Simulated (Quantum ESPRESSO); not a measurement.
## YCrO4: which magnetic order is lowest

Wanted: the moments of YCrO4 and the energy of each order that was tried.

Main program and level: Quantum ESPRESSO 7.5; LDA; plane waves with GBRV 1.5 LDA potentials, no spin-orbit coupling.

This is a report of a sequence of runs, with most program output left out.

**1. Starting point**

It takes space group I4_1/amd (No. 141, tetragonal). Conventional cell: a = 7.112 Å, b = 7.112 Å, c = 6.251 Å, α = 90.00°, β = 90.00°, γ = 90.00°. Nearest to Y lie 8 O at 2.32 to 2.45 Å. Cr has 4 O at 1.67 Å nearest. Nearest to O lie 1 Cr at 1.67 Å and 2 Y at 2.32 to 2.45 Å. Farther neighbours and most contacts between anions are not listed.

The cell comes from the Crystallography Open Database.

**2. Start 1: ferro ++**

The signs are those of the starting moments on the seeded atoms, the atoms that are given a moment.

pw.in reads:

```
&CONTROL
  calculation = 'scf'
  prefix = 'pwscf'
  outdir = './tmp'
  pseudo_dir = './pseudo'
  disk_io = 'nowf'
/
&SYSTEM
  ibrav = 0
  celldm(1) = 8
  nat = 12
  ntyp = 3
  ecutwfc = 40
  ecutrho = 280
  nbnd = 67
  occupations = 'smearing'
  smearing = 'fd'
  degauss = 0.00367493
  nspin = 2
  starting_magnetization(1) = 0
  starting_magnetization(2) = 0.2143
  starting_magnetization(3) = 0
/
&ELECTRONS
  conv_thr = 2.4d-08
  electron_maxstep = 150
  mixing_beta = 0.3
/
ATOMIC_SPECIES
Y      88.9058 y_lda_v1.4.uspp.F.UPF
Cr     51.9961 cr_lda_v1.5.uspp.F.UPF
O      15.9990 o_lda_v1.2.uspp.F.UPF
CELL_PARAMETERS alat
  -0.8399832623962    0.8399832623962    0.7382923753147
   0.8399832623962   -0.8399832623962    0.7382923753147
   0.8399832623962    0.8399832623962   -0.7382923753147
ATOMIC_POSITIONS crystal
Y       0.0000000000    0.0000000000    0.0000000000
Y       0.7500000000    0.2500000000    0.5000000000
Cr      0.5000000000    0.5000000000    0.0000000000
Cr      0.2500000000    0.7500000000    0.5000000000
O       0.5140000000    0.3320000000    0.1820000000
O       0.0820000000    0.4000000000    0.3180000000
O       0.1500000000    0.3320000000    0.8180000000
O       0.0820000000    0.7640000000    0.6820000000
O       0.2360000000    0.9180000000    0.3180000000
O       0.6680000000    0.4860000000    0.8180000000
O       0.6000000000    0.9180000000    0.6820000000
O       0.6680000000    0.8500000000    0.1820000000
K_POINTS automatic
4 4 4 0 0 0
```

Command:

```sh
$ OMP_NUM_THREADS=1 mpirun -n 4 pw.x -nk 4 -in pw.in > pw.out
```

Wall time 60 s (4 MPI ranks of Arm Neoverse V2, shared host); peak memory 0.91 GiB; 4 min of CPU time.

Spin moment in the atom's sphere by atom:

| atom | spin moment in the atom's sphere (μB) |
| --- | --- |
| Y1 | 0.014 |
| Y2 | 0.014 |
| Cr3 | 0.665 |
| Cr4 | 0.665 |
| O5 | 0.010 |
| O6 | 0.010 |
| O7 | 0.010 |
| O8 | 0.010 |
| O9 | 0.010 |
| O10 | 0.010 |
| O11 | 0.010 |
| O12 | 0.010 |

Read from the output:

```
smearing term TS       : 0.06736 eV
magnetization          : 1.933 μB
absolute magnetization : 2.075 μB
final state            : ferromagnetic
```

**3. Run 2 (antiferro +−)**

pw.in: that of step 2 with these lines changed.

```diff
@@ -11,6 +11,6 @@
   nat = 12
-  ntyp = 3
+  ntyp = 4
   ecutwfc = 40
   ecutrho = 280
-  nbnd = 67
+  nbnd = 64
   occupations = 'smearing'
@@ -21,3 +21,4 @@
   starting_magnetization(2) = 0.2143
-  starting_magnetization(3) = 0
+  starting_magnetization(3) = -0.2143
+  starting_magnetization(4) = 0
 /
@@ -30,3 +31,4 @@
 Y      88.9058 y_lda_v1.4.uspp.F.UPF
-Cr     51.9961 cr_lda_v1.5.uspp.F.UPF
+Cr1    51.9961 cr_lda_v1.5.uspp.F.UPF
+Cr2    51.9961 cr_lda_v1.5.uspp.F.UPF
 O      15.9990 o_lda_v1.2.uspp.F.UPF
@@ -39,4 +41,4 @@
 Y       0.7500000000    0.2500000000    0.5000000000
-Cr      0.5000000000    0.5000000000    0.0000000000
-Cr      0.2500000000    0.7500000000    0.5000000000
+Cr1     0.5000000000    0.5000000000    0.0000000000
+Cr2     0.2500000000    0.7500000000    0.5000000000
 O       0.5140000000    0.3320000000    0.1820000000
```

It took 63 s on 4 MPI ranks; peak memory 0.99 GiB; 4.2 min of CPU time.

Spin moment in the atom's sphere by atom:

| atom | spin moment in the atom's sphere (μB) |
| --- | --- |
| Y1 | -0.004 |
| Y2 | 0.004 |
| Cr3 | 0.579 |
| Cr4 | -0.579 |
| O5 | 0.013 |
| O6 | -0.013 |
| O7 | 0.013 |
| O8 | -0.013 |
| O9 | -0.013 |
| O10 | 0.013 |
| O11 | -0.013 |
| O12 | 0.013 |

Numbers from this step:

```yaml
smearing_term_ts: 0.08813 eV
magnetization: 0 μB
absolute_magnetization: 1.775 μB
final_state: antiferromagnetic
```

**4. The states side by side**

An order is kept where moments of 0.15 μB or more survive with the typed signs; meshes match where a doubled cell samples the same k points as the first cell.

Orders:

| start | final state | typed order kept | energy over the lowest (meV a seeded atom) | largest site moment (μB) | net moment (μB a cell of the first run) | mesh matched | CPU time (s) |
| --- | --- | --- | --- | --- | --- | --- | --- |
| ferro ++ | ferromagnetic | yes | 0 | 0.665 | 1.933 | yes | 237 |
| antiferro +- | antiferromagnetic | yes | 13.65 | 0.5792 | 0 | yes | 249.8 |

**5. The lowest state again, with its states saved**

pw.in: that of step 3 with these lines changed.

```diff
@@ -5,3 +5,3 @@
   pseudo_dir = './pseudo'
-  disk_io = 'nowf'
+  disk_io = 'low'
 /
@@ -11,6 +11,6 @@
   nat = 12
-  ntyp = 4
+  ntyp = 3
   ecutwfc = 40
   ecutrho = 280
-  nbnd = 64
+  nbnd = 71
   occupations = 'smearing'
@@ -21,4 +21,3 @@
   starting_magnetization(2) = 0.2143
-  starting_magnetization(3) = -0.2143
-  starting_magnetization(4) = 0
+  starting_magnetization(3) = 0
 /
@@ -31,4 +30,3 @@
 Y      88.9058 y_lda_v1.4.uspp.F.UPF
-Cr1    51.9961 cr_lda_v1.5.uspp.F.UPF
-Cr2    51.9961 cr_lda_v1.5.uspp.F.UPF
+Cr     51.9961 cr_lda_v1.5.uspp.F.UPF
 O      15.9990 o_lda_v1.2.uspp.F.UPF
@@ -41,4 +39,4 @@
 Y       0.7500000000    0.2500000000    0.5000000000
-Cr1     0.5000000000    0.5000000000    0.0000000000
-Cr2     0.2500000000    0.7500000000    0.5000000000
+Cr      0.5000000000    0.5000000000    0.0000000000
+Cr      0.2500000000    0.7500000000    0.5000000000
 O       0.5140000000    0.3320000000    0.1820000000
```

Wall time 63 s (4 MPI ranks); peak memory 0.99 GiB; 4.2 min of CPU time.

Numbers from this step:

| Property | Result |
| --- | --- |
| smearing term TS | 0.06736 eV |
| magnetization | 1.933 μB |
| absolute magnetization | 2.075 μB |
| final state | ferromagnetic |
| largest moment | 0.6650 μB |

**6. Löwdin moments**

projwfc.x projects the saved states on orthogonalised atomic orbitals of the pseudopotential files.

Run time: 2.2 s. Hardware: 4 MPI ranks; peak memory 0.45 GiB; 8.8 s of CPU time.

| atom | moment in the sphere (μB) | Löwdin moment (μB) | Löwdin charge (e) |
| --- | --- | --- | --- |
| Y1 | 0.014 | 0.056 | 10.588 |
| Y2 | 0.014 | 0.056 | 10.588 |
| Cr3 | 0.665 | 0.845 | 12.539 |
| Cr4 | 0.665 | 0.845 | 12.539 |
| O5 | 0.010 | 0.015 | 6.439 |
| O6 | 0.010 | 0.015 | 6.439 |
| O7 | 0.010 | 0.015 | 6.439 |
| O8 | 0.010 | 0.015 | 6.439 |
| O9 | 0.010 | 0.015 | 6.439 |
| O10 | 0.010 | 0.015 | 6.439 |
| O11 | 0.010 | 0.015 | 6.439 |
| O12 | 0.010 | 0.015 | 6.439 |

**7. Results**

```yaml
lowest_state_found: ferromagnetic (from ferro ++)
largest_site_moment: 0.665 μB
next_state_with_moments: antiferromagnetic, 13.7 meV a seeded atom higher
```

In words: The smearing terms TS of the orders run from 34 to 44 meV a seeded atom, so the differences would change at a smaller width: an order with a larger TS is lowered more by the smearing. The largest moment reads 0.67 μB in the sphere and 0.84 μB by Löwdin projection; a site moment hangs on how space is shared out. Only these 2 starts were compared; other wavevectors, canted and longer-period orders were not. No Hubbard term acts here. In such compounds local and semilocal functionals without one often delocalise the d electrons, and can shrink or lose moments and miss the size, sign and order of the couplings. The smearing term is large for its width, so states at the Fermi level are partly filled: at this level the cell is a metal or has a gap of a few widths at most.

[Logs and program files are shortened in this print: banners, set-up blocks, solver, clock and traceback lines can be left out without a mark of their own.]

[Logs are printed without paths, hosts, clocks, repeated set-up lines and the standing remarks that a program may print on its own settings, such as how far it seeks lower states.]

[Hosts, paths, dates, database ids (printed as entryN), source tags and the programs' standing remarks are cut or masked in the printed files.]

[Where a cell is said to come from a database of computed structures, the database is the Materials Project.]
